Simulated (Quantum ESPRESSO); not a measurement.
**SrTiO3, cubic perovskite: band edges under a change of volume**

How fast do the gaps move when the cell is scaled evenly? The symmetry of the cell is held, so distortions that would lower it, which this phase may prefer, aren't tested.

Calculated with Quantum ESPRESSO 7.5, PBEsol, PseudoDojo 0.4.1 norm-conserving potentials, cutoff 1170 eV, Fermi–Dirac smearing 0.02 eV, k-mesh 7×7×7, no spin polarisation, no spin-orbit coupling.

Reference cell, relaxed at zero pressure with PBEsol (Pm-3m): a = 3.8881 Å, b = 3.8881 Å, c = 3.8881 Å, α = 90.00°, β = 90.00°, γ = 90.00°.

```csv
atom,x,y,z
Sr,0.0000,0.0000,0.0000
Ti,0.5000,0.5000,0.5000
O,0.5000,0.5000,0.0000
O,0.5000,0.0000,0.5000
O,0.0000,0.5000,0.5000
```

Levels are read on the k-mesh and along lines from Γ to X = (0, 0.5, 0), M = (0.5, 0.5, 0) and R = (0.5, 0.5, 0.5) in the reciprocal basis of this cell (the letters only name these points), and count from the highest filled level.

| ln(V/V0) | gap (eV) | direct gap at Γ (eV) |
| --- | --- | --- |
| −0.0619 | 1.984 | 2.286 |
| −0.0408 | 1.949 | 2.269 |
| 0.0000 | 1.878 | 2.228 |
| 0.0198 | 1.842 | 2.205 |
| 0.0392 | 1.806 | 2.180 |
| 0.0583 | 1.771 | 2.154 |

**Question.** Fit the direct gap at Γ and give it at ln(V/V0) = −0.0202, a row left out above.

A straight line through the 6 rows: the means are 0.002433 for ln(V/V0) and 2.2203 for the level, Σ(Δx)² = 0.01079 and ΣΔxΔy = −0.0118, so the slope is −0.0118/0.01079 = −1.094 and the intercept 2.2203 − (−1.094)(0.002433) = 2.223.

The slope is the volume deformation potential of this gap, −1.09 eV, as a mean over the range. The line gives 2.245 eV. The run itself gives 2.250 eV, so the estimate misses by 0.005 eV; the fitted rows themselves lie up to 0.005 eV off the law.

The rows curve: the slope runs from −0.81 between the first two to −1.36 eV between the last two, so the line is a mean over the range.

The gap lies below the direct one at Γ in every row. Semilocal functionals give gaps that are too small, and the error differs from valley to valley, so the order of close valleys can be wrong too.

[Logs are printed without paths, hosts, clocks, repeated set-up lines and the standing remarks that a program may print on its own settings, such as how far it seeks lower states.]
